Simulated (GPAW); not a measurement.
# Work function of V2NS2 MXene monolayer at several levels, part 2 of 2

How far do functional and basis move the work function of V2NS2 MXene monolayer?

GPAW 26.7.0; GPAW, PAW setups; layer in a repeated cell with vacuum, relaxation of atoms and in-plane cell (the session's first sound run).

So far, upper work function (eV): step 3 (the slab's potential, PBE, GPAW) 5.32; step 6 (RPBE) 5.22; step 7 (GPAW, PAW setups) 5.76; step 8 (LDA) 5.57; step 9 (mode fd, grid spacing 0.18 Å, PBE, GPAW) 5.32.

## Step 10: Atomic orbitals: mode = "lcao"

Level of this step: GPAW, PAW setups; slab in vacuum (GPAW).

Atom-centred orbitals end a few angstrom from the surface, which tests how much the density's tail matters.

run.py reads:

```python
import json
import numpy as np
from ase import Atoms
from gpaw import GPAW

slab = Atoms(
    ['S', 'V', 'N', 'V', 'S'],
    positions=[
        [0.00000, 1.76791, 9.00000],
        [1.53106, 0.88395, 10.58022],
        [-0.00000, -0.00000, 11.63393],
        [0.00000, 1.76791, 12.68763],
        [1.53106, 0.88395, 14.26785]],
    cell=[[3.06211, 0.0, 0.0], [-1.53106, 2.65187, 0.0], [0.0, 0.0, 23.2679]],
    pbc=[True, True, False],
    magmoms=[0.0, 2.0, 0.0, 2.0, 0.0])

slab.calc = GPAW(mode='lcao', basis='dzp', h=0.18, xc='PBE', kpts={'size': (12, 12, 1), 'gamma': True},
                 occupations={'name': 'fermi-dirac', 'width': 0.05}, nbands='120%',
                 convergence={'density': 1e-05}, maxiter=200,
                 poissonsolver={'dipolelayer': 'xy'},
                 symmetry={'tolerance': 1e-3}, txt='slab.txt')
result = {}
energy = slab.get_potential_energy()
fermi = slab.calc.get_fermi_level()
v = slab.calc.get_electrostatic_potential().mean((0, 1)) - fermi
n = slab.calc.get_pseudo_density().mean((0, 1))
L = slab.cell[2, 2]
z = np.arange(len(v)) * L / len(v)
low, high = slab.positions[:, 2].min(), slab.positions[:, 2].max()
below, above = np.interp([low - 6.8, high + 6.8], z, v)
slopes = [np.interp(x, z, np.gradient(v, z)) for x in (low - 6.8, high + 6.8)]
eps = np.array([[slab.calc.get_eigenvalues(k, s) for k in range(len(slab.calc.get_ibz_k_points()))]
                for s in range(slab.calc.get_number_of_spins())]) - fermi
top, bottom = eps[eps < 0].max(), eps[eps > 0].min()
dipole = slab.get_dipole_moment()[2]
print(f'energy {energy:.4f} eV, Fermi level {fermi:.4f} eV, dipole {dipole:.5f} e A')
print(f'potential 6.8 A off the faces, from the Fermi level: lower {below:.4f} eV, upper {above:.4f} eV')
print(f'slope of the potential there: lower {slopes[0]:.5f}, upper {slopes[1]:.5f} eV/A')
print(f'nearest levels on the mesh: {top:.4f} and {bottom:.4f} eV')
print('magnetic moment', round(slab.get_magnetic_moment(), 3))
result.update(energy=energy, fermi=fermi, dipole=dipole, below=below, above=above, slopes=slopes, edges=[top, bottom],
              z=z.tolist(), v=v.tolist(), n=n.tolist(), positions=slab.positions.tolist(),
              forces=slab.get_forces(apply_constraint=False).tolist(), moments=slab.get_magnetic_moments().tolist())
json.dump(result, open('result.json', 'w'))
```

Run with:

```sh
$ OMP_NUM_THREADS=1 OPENBLAS_NUM_THREADS=1 python run.py
```

Output:

```text
energy -36.6157 eV, Fermi level -5.3234 eV, dipole -0.00073 e A
potential 6.8 A off the faces, from the Fermi level: lower 5.3160 eV, upper 5.3308 eV
slope of the potential there: lower 0.00000, upper 0.00000 eV/A
nearest levels on the mesh: -0.0250 and 0.0000 eV
magnetic moment -0.0
```

Wall time 19 min (1 thread of Arm Neoverse N1, shared host); peak memory 0.35 GiB.

This step gave:

```
levels nearest the Fermi level on the mesh : -0.02504, 5.53e-6 eV from the Fermi level
upper work function                        : 5.331 eV
lower work function                        : 5.316 eV
```

The upper face's work function is 5.331 eV, against 5.320 eV in the first plane-wave PBE run at this geometry.

## Step 11: All levels side by side

Times are for 1 thread of Arm Neoverse N1, shared host. The series side by side:

```csv
no.,run,upper work function (eV),lower work function (eV),time,memory (GiB)
1,pw,5.320,5.306,4.4 min,0.34
2,optPBE vdW,5.576,5.561,4.7 min,0.51
3,revPBE,5.223,5.208,4.4 min,0.34
4,RPBE,5.223,5.208,4.5 min,0.34
5,vdW DF2,5.763,5.748,4.7 min,0.51
6,LDA,5.570,5.555,4 min,0.33
7,fd,5.319,5.304,14 min,1.1
8,lcao,5.331,5.316,19 min,0.35
```

## Step 12: Side by side

Results and costs are gathered.

This step: comparison of work functions, dipole and cost (GPAW 26.7.0).

Ladder, by row:

```csv
step,code,"work function, upper (eV)","work function, lower (eV)",dipole (e Å),wall time (s),peak memory (GiB),threads
pw,GPAW,5.32,5.306,-7.23e-4,262.9,0.34,1
optPBE-vdW,GPAW,5.576,5.561,-7.23e-4,284.4,0.51,1
revPBE,GPAW,5.223,5.208,-7.23e-4,264.3,0.34,1
RPBE,GPAW,5.223,5.208,-7.23e-4,273,0.34,1
vdW-DF2,GPAW,5.763,5.748,-7.23e-4,283.7,0.51,1
LDA,GPAW,5.57,5.555,-7.23e-4,238.2,0.33,1
fd,GPAW,5.319,5.304,-7.29e-4,865.8,1.1,1
lcao,GPAW,5.331,5.316,-7.29e-4,1125,0.35,1
```

## Step 13: A changed run

One more run, with changed settings.

This step: GPAW, PAW setups; slab in vacuum (GPAW 26.7.0).

Changes to run.py since step 10:

```diff
@@ -3,3 +3,3 @@
 from ase import Atoms
-from gpaw import GPAW
+from gpaw import GPAW, PW
 
@@ -17,5 +17,5 @@
 
-slab.calc = GPAW(mode='lcao', basis='dzp', h=0.18, xc='PBE', kpts={'size': (12, 12, 1), 'gamma': True},
-                 occupations={'name': 'fermi-dirac', 'width': 0.05}, nbands='120%',
-                 convergence={'density': 1e-05}, maxiter=200,
+slab.calc = GPAW(mode=PW(500), xc='PBE', kpts={'size': (12, 12, 1), 'gamma': True},
+                 occupations={'name': 'fermi-dirac', 'width': 0.05}, nbands='160%',
+                 convergence={'density': 1e-05}, maxiter=100,
                  poissonsolver={'dipolelayer': 'xy'},
@@ -30,4 +30,4 @@
 low, high = slab.positions[:, 2].min(), slab.positions[:, 2].max()
-below, above = np.interp([low - 6.8, high + 6.8], z, v)
-slopes = [np.interp(x, z, np.gradient(v, z)) for x in (low - 6.8, high + 6.8)]
+below, above = np.interp([low - 1.0, high + 1.0], z, v)
+slopes = [np.interp(x, z, np.gradient(v, z)) for x in (low - 1.0, high + 1.0)]
 eps = np.array([[slab.calc.get_eigenvalues(k, s) for k in range(len(slab.calc.get_ibz_k_points()))]
@@ -37,3 +37,3 @@
 print(f'energy {energy:.4f} eV, Fermi level {fermi:.4f} eV, dipole {dipole:.5f} e A')
-print(f'potential 6.8 A off the faces, from the Fermi level: lower {below:.4f} eV, upper {above:.4f} eV')
+print(f'potential 1.0 A off the faces, from the Fermi level: lower {below:.4f} eV, upper {above:.4f} eV')
 print(f'slope of the potential there: lower {slopes[0]:.5f}, upper {slopes[1]:.5f} eV/A')
```

Output:

```text
energy -37.6615 eV, Fermi level -0.2941 eV, dipole -0.00072 e A
potential 1.0 A off the faces, from the Fermi level: lower 2.9643 eV, upper 2.9787 eV
slope of the potential there: lower -7.54117, upper 7.54233 eV/A
nearest levels on the mesh: -0.0222 and 0.0021 eV
magnetic moment -0.0
```

Elapsed: 4.4 min, on 1 thread; peak memory 0.34 GiB.

The run finished. A setting was moved off its sound value on purpose, so it serves as a test and not as the result.

The fault put into the input: the potential probed 1 A off the face (probe = 1.0).

## Step 14: Results

```json
{"work function, upper and lower face": "5.320 and 5.306 eV", "dipole along the normal": "-7.2e-4 e Å"}
```

In words: With plane waves and PBE the work function is 5.32 eV on the upper face and 5.31 eV on the lower. Over the sound runs of the table the upper face's work function spans 5.223 (revPBE) to 5.763 eV (vdW-DF2). The starting lattice was a guess from atomic radii; the relaxation moved it by 4 %. The small printed dipole stands for a step of 16 meV from the lower to the upper face, and the probes find 15 meV; values this small are near the numerical noise of both. One magnetic start was tried; another order may lie lower. The layer's cell and atoms come from the relaxation; spin-orbit coupling and temperature are left out.

[Logs are printed without paths, hosts, clocks, repeated set-up lines and the standing remarks that a program may print on its own settings, such as how far it seeks lower states.]

[Hosts, paths, dates, database ids (printed as entryN), source tags and the programs' standing remarks are cut or masked in the printed files.]
